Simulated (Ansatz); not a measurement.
# H on Mg(0001): change of the work function, part 3 of 3

Wanted: Δφ(θ) for H/Mg(0001), starting from the fcc site.

Ansatz 0.2.0; plane-wave DFT, PBE, Ansatz PAW.

So far, work function, upper face (eV): step 2 (the clean slab) 3.79; step 3 (17 atoms, coverage 0.25 ML, cell 2x2) 3.67.

### 4. The covered slab, k-mesh 12×12×1, coverage 1 ML

System of this step: H/Mg(0001). The cell holds 5 atoms: 4 Mg and 1 H. Its edges and angles: a = 3.210 Å, b = 3.210 Å, c = 26.448 Å, α = 90.0°, β = 90.0°, γ = 60.0°. Vacuum lies along c.

Another coverage, to see how the dipoles act on each other as their distance changes.

Input file input.yaml:

```yaml
crystal:
  lattice:
    - [3.21, 0.0, 0.0]
    - [1.605, 2.7799415461, 0.0]
    - [0.0, 0.0, 26.4482467452]
  atoms:
    - { symbol: Mg, position: [0.6666666667, 0.6666666667, 0.3402872064] }
    - { symbol: Mg, position: [0.0, 0.0, 0.4388389185] }
    - { symbol: Mg, position: [0.6666666667, 0.6666666667, 0.5375833635] }
    - { symbol: Mg, position: [0.0, 0.0, 0.6370269798] }
    - { symbol: H, position: [0.3333333333, 0.3333333333, 0.6597127936] }
kpoints:
  mp_grid: { grid: [12, 12, 1] }
hamiltonian:
  xc: pbe
scf:
  occupations: { method: fermi_dirac, width: 0.1 }
  convergence: { dr2_threshold: 1.0e-08 }
efield:
  axis: 3
  dipole_correction: true
  ramp_position: 0.97
  ramp_width: 0.06
relax:
  f_tol: 0.02
  max_steps: 60
  constraints: [{ sites: [0, 1] }]
output:
  write_potential: true
  write_density: true
  volumetric_format: npy
```

On the command line:

```sh
$ ansatz run input.yaml --threads 2 --pin off --max-ram 3072MiB --backend cpu --events-out ev --progress --plain --runs-dir out
```

Numbers of over 12 decimals in the logs are rounded to 6 here.

What it wrote:

```text
[...]
Crystal: 5 atoms, lattice volume = 236.014 Å³
Basis set: ecut = 420 eV, 4697 PW (Γ), exchange–correlation on 48×48×360 points (8 copies of the dense FFT grid, shifted against one another)
Bands: 26, of which v1, the nominal top of the filled ones, is band 21 counted from 1 (20 counted from 0)
Symmetry: 6 space group operations
[...]
k-points: 19 of 144 (time reversal used)
[...]
SCF iter   1: F=—  HF=-7710.650375 eV  |F-HF|=—  |Δ(HF+E_count)|=         —  Δρ=3.52e-3  dr2=1.63e0  ethr=1.77e-3  p=0.098 e·Å  D=7.50e-2 V/Å  ΔV_dip=-1.98 eV  dr2_dipole=8.43e-1  V_vac-E_F(+/−)=1.97/3.95 eV  ⟨swp⟩=8.5  Hψ=2558  notcnv=0
[...]
SCF iter   7: F=-7710.573780 eV  HF=-7710.573780 eV  |F-HF|=1.64e-9  |Δ(HF+E_count)|=   3.27e-8  Δρ=4.92e-7  dr2=8.16e-10  ethr=2.44e-11  p=0.043 e·Å  D=3.33e-2 V/Å  ΔV_dip=-0.88 eV  dr2_dipole=1.05e-10  V_vac-E_F(+/−)=2.84/3.72 eV  ⟨swp⟩=8.8  Hψ=2732  notcnv=0
SCF 1 converged in 7 iterations: F = -7710.573780 eV  dr2 = 8.16e-10
[...]
relax step   1: F+E_penalty+E_count = -7710.57378015 eV  Δ(F+E_penalty+E_count) = +0.000e0 eV  max|allowed force component| = 5.934e-1 eV/Å  Δτ_max = 0.0000 Å  (7 SCF iters, accepted)
[...]
SCF iter   7: F=-7710.634651 eV  HF=-7710.634651 eV  |F-HF|=1.26e-9  |Δ(HF+E_count)|=   1.35e-8  Δρ=3.29e-7  dr2=6.16e-10  ethr=2.44e-11  p=-0.005 e·Å  D=-3.91e-3 V/Å  ΔV_dip=0.10 eV  dr2_dipole=2.95e-11  V_vac-E_F(+/−)=3.84/3.74 eV  ⟨swp⟩=8.6  Hψ=2709  notcnv=0
SCF 2 converged in 7 iterations: F = -7710.634651 eV  dr2 = 6.16e-10
relax step   2: F+E_penalty+E_count = -7710.63465097 eV  Δ(F+E_penalty+E_count) = -6.087e-2 eV  max|allowed force component| = 2.748e-1 eV/Å  Δτ_max = 0.1935 Å  (7 SCF iters, accepted)
SCF iter   1: F=—  HF=-7710.647202 eV  |F-HF|=—  |Δ(HF+E_count)|=         —  Δρ=1.40e-3  dr2=3.37e-2  ethr=3.92e-4  p=-0.005 e·Å  D=-3.91e-3 V/Å  ΔV_dip=0.10 eV  dr2_dipole=1.81e-2  V_vac-E_F(+/−)=3.82/3.72 eV  ⟨swp⟩=3.7  Hψ=1259  notcnv=0
[...]
SCF iter   7: F=-7710.643799 eV  HF=-7710.643799 eV  |F-HF|=6.99e-10  |Δ(HF+E_count)|=   8.95e-9  Δρ=2.56e-7  dr2=5.13e-10  ethr=2.44e-11  p=0.012 e·Å  D=9.28e-3 V/Å  ΔV_dip=-0.25 eV  dr2_dipole=4.13e-12  V_vac-E_F(+/−)=3.49/3.73 eV  ⟨swp⟩=8.3  Hψ=2704  notcnv=0
SCF 3 converged in 7 iterations: F = -7710.643799 eV  dr2 = 5.13e-10
relax step   3: F+E_penalty+E_count = -7710.64379861 eV  Δ(F+E_penalty+E_count) = -9.148e-3 eV  max|allowed force component| = 5.387e-2 eV/Å  Δτ_max = 0.0564 Å  (7 SCF iters, accepted)
SCF iter   1: F=—  HF=-7710.644615 eV  |F-HF|=—  |Δ(HF+E_count)|=         —  Δρ=4.83e-4  dr2=8.66e-4  ethr=5.44e-5  p=0.012 e·Å  D=9.28e-3 V/Å  ΔV_dip=-0.25 eV  dr2_dipole=1.16e-4  V_vac-E_F(+/−)=3.49/3.74 eV  ⟨swp⟩=2.1  Hψ=940  notcnv=0
[...]
SCF iter   6: F=-7710.644390 eV  HF=-7710.644390 eV  |F-HF|=3.74e-10  |Δ(HF+E_count)|=   5.28e-9  Δρ=1.32e-7  dr2=6.39e-11  ethr=2.44e-11  p=0.009 e·Å  D=6.88e-3 V/Å  ΔV_dip=-0.18 eV  dr2_dipole=3.38e-12  V_vac-E_F(+/−)=3.55/3.73 eV  ⟨swp⟩=7.6  Hψ=2392  notcnv=0
SCF 4 converged in 6 iterations: F = -7710.644390 eV  dr2 = 6.39e-11
relax step   4: F+E_penalty+E_count = -7710.64438977 eV  Δ(F+E_penalty+E_count) = -5.912e-4 eV  max|allowed force component| = 3.524e-3 eV/Å  Δτ_max = 0.0190 Å  (6 SCF iters, accepted)
[...]
SCF converged after 6 iterations
Free energy (F): -7710.644390 eV
[...]
Internal energy: -7710.591100 eV  (E = F + TS)
E sigma→0 (E₀):  -7710.617745 eV
Entropy (-TS):   -0.053289 eV (-10.658 meV/atom)
Fermi energy:    0.101242 eV
Dipole field:    D = 0.006879 V/Å  (p = 0.008973 e·Å, saw-weighted, corrected)
Work function:   Φ+ = 3.5517 eV   Φ− = 3.7336 eV
[...]
--- Forces (eV/Å), atoms counted from 1 ---
  atom   1  Mg    -0.00000000     0.00000000    -0.01841153
  atom   2  Mg     0.00000000    -0.00000000     0.01738694
  atom   3  Mg    -0.00000000     0.00000000     0.00147186
  atom   4  Mg     0.00000000    -0.00000000    -0.00352369
  atom   5  H     -0.00000000     0.00000000     0.00307729
  max |Σ_I F_I| component: 8.75e-7 eV/Å
--- Band table (eV; the first three rows and the last of 19) ---
  k-point 0: bands = [... 17 lower, -6.2779, -5.0862, -3.3537, -1.3609, 1.1075, 2.7661, 3.5199, 3.8698, ... 1 higher]
  k-point 1: bands = [... 17 lower, -6.1447, -4.9559, -3.2270, -1.2381, 1.2324, 2.8929, 3.6399, 4.0027, ... 1 higher]
  k-point 2: bands = [... 17 lower, -5.7465, -4.5673, -2.8499, -0.8716, 1.5990, 3.2613, 3.9585, 4.3985, ... 1 higher]
  k-point 18: bands = [... 17 lower, -0.2760, -0.2598, -0.1281, 0.2409, 0.4514, 0.8897, 2.0146, 2.1984, ... 1 higher]
--- Relaxed structure (4 steps of the walk, 4 accepted, 0 SCFs on fresh bases) ---
  F+E_penalty+E_count = -7710.64438977 eV   max|allowed force component| = 3.524e-3 eV/Å
  atoms:
    - { symbol: Mg, position: [0.666667, 0.666667, 0.340287] }
    - { symbol: Mg, position: [-1.850371707762447e-17, -1.850371707762447e-17, 0.438839] }
    - { symbol: Mg, position: [0.666667, 0.666667, 0.536367] }
    - { symbol: Mg, position: [-1.8503717077624484e-17, -1.8503717077624462e-17, 0.633744] }
    - { symbol: H, position: [0.333333, 0.333333, 0.665617] }
```

Wall time 24 s (2 threads of Arm Neoverse N1, shared host); peak memory 0.49 GiB.

The steps of the relaxation:

```csv
step,energy less that of the first step (eV),largest force component (eV/Å)
1,0.0000,0.5934
2,-0.0609,0.2748
3,-0.0700,0.0539
4,-0.0706,0.0035
```

Forces are held to the 6 operations that the run works with; a distortion that breaks them can't arise in this run.

The atoms that moved most (Å):

```csv
atom,dx,dy,dz,length
H5,0.000,0.000,0.156,0.156
Mg4,0.000,0.000,-0.087,0.087
Mg3,0.000,0.000,-0.032,0.032
```

The relaxed structure:

```xyz
5
Lattice="3.2100 0.0000 0.0000 1.6050 2.7799 0.0000 0.0000 0.0000 26.4482" Properties=species:S:1:pos:R:3
Mg    3.2100    1.8533    9.0000
Mg    0.0000    0.0000   11.6065
Mg    3.2100    1.8533   14.1860
Mg    0.0000    0.0000   16.7614
H     1.6050    0.9266   17.6044
```

This step gave:

| Quantity | Value |
| --- | --- |
| energy at zero smearing | -7710.6177 eV |
| work function, upper face | 3.552 eV |
| work function, lower face | 3.734 eV |
| dipole along the normal | 0.008973 e·Å |
| step between the vacuum levels | -0.1819 eV |

Running mean over 2.60652 Å of the planar mean; the ramp of the sawtooth is left out. Electron's electrostatic potential energy less the Fermi level against z:

z (Å), electron's electrostatic potential energy less the Fermi level (eV) and a bar from the least value:
```
      3.5       3.73 ##############################
      4.0       3.73 ##############################
      4.5       3.73 ##############################
      5.0       3.72 ##############################
      5.5       3.69 ##############################
      6.0       3.59 #############################
      6.5       3.30 ############################
      7.0       2.55 ##########################
      7.5       0.66 ###################
      8.0      -2.11 #########
      8.5      -3.59 ####
      9.0      -4.02 ###
      9.5      -4.07 ##
     10.0      -4.04 ###
     10.5      -4.03 ###
     11.0      -4.03 ###
     11.5      -4.03 ###
     12.0      -4.04 ###
     12.5      -4.12 ##
     13.0      -4.17 ##
     13.5      -4.09 ##
     14.0      -4.02 ###
     14.5      -4.01 ###
     15.0      -4.10 ##
     15.5      -4.23 ##
     16.0      -4.30 ##
     16.5      -4.75 
     17.0      -4.76 
     17.5      -3.96 ###
     18.0      -1.67 ###########
     18.5       1.01 ####################
     19.0       2.61 ##########################
     19.5       3.31 #############################
     20.0       3.49 #############################
     20.5       3.54 #############################
     21.0       3.55 #############################
     21.5       3.55 #############################
     22.0       3.55 #############################
     22.5       3.55 #############################
     23.0       3.55 #############################
```

The relaxation took 4 steps and lowered the energy by 0.071 eV; the largest force on the free atoms ends at 0.0035 eV/Å.

The covered face has 3.55 eV, -0.24 eV against the clean one; the bare back face has moved by -0.06 eV, a measure of how thin the slab is.

### 5. Work function against coverage

This step: plane-wave DFT, PBE, Ansatz PAW; work function against coverage (Ansatz 0.2.0).

The runs are now put side by side.

This step gave:

```
work function of the clean face     : 3.787 eV
largest change of the work function : -0.2356 eV
```

Work function of the covered face against coverage:

```csv
coverage (adsorbates/nm²),work function of the covered face (eV)
0.00,3.79
2.80,3.67
11.21,3.55
```

The dipole per adsorbate comes from the change of the cell's dipole. Coverage, by row:

```csv
coverage (1/nm²),coverage (ML),work function (eV),change (eV),"dipole per adsorbate, positive end outwards (debye)",mean height of the added atoms over the highest substrate atom (Å)
2.802,0.25,3.672,-0.1153,0.077,0.8366
11.21,1,3.552,-0.2356,0.042,0.843
```

### 6. Outcome

- work function of the clean face: 3.79 eV
- work function at 0.25 ML: 3.67 eV
- work function at 1 ML: 3.55 eV
- dipole per adsorbate at 0.25 ML, positive end outwards: 0.08 D

At the lowest coverage H changes the work function of Mg(0001) by under 0.15 eV, within the error of so thin a slab; the largest change, -0.24 eV, comes at higher coverage. The slab has 4 layers, at the tabulated experimental lattice constant, one starting site was run, and quantum-size effects of a slab this thin can reach one or two tenths of an eV.

[Logs are printed without paths, hosts, clocks, repeated set-up lines and the standing remarks that a program may print on its own settings, such as how far it seeks lower states.]

[Hosts, paths, dates, database ids (printed as entryN), source tags and the programs' standing remarks are cut or masked in the printed files.]

[Maps of the electrostatic potential energy from Ansatz leave out the sawtooth potential of an applied field or a dipole correction, so their vacuum need not be flat; planar profiles and work functions include it.]
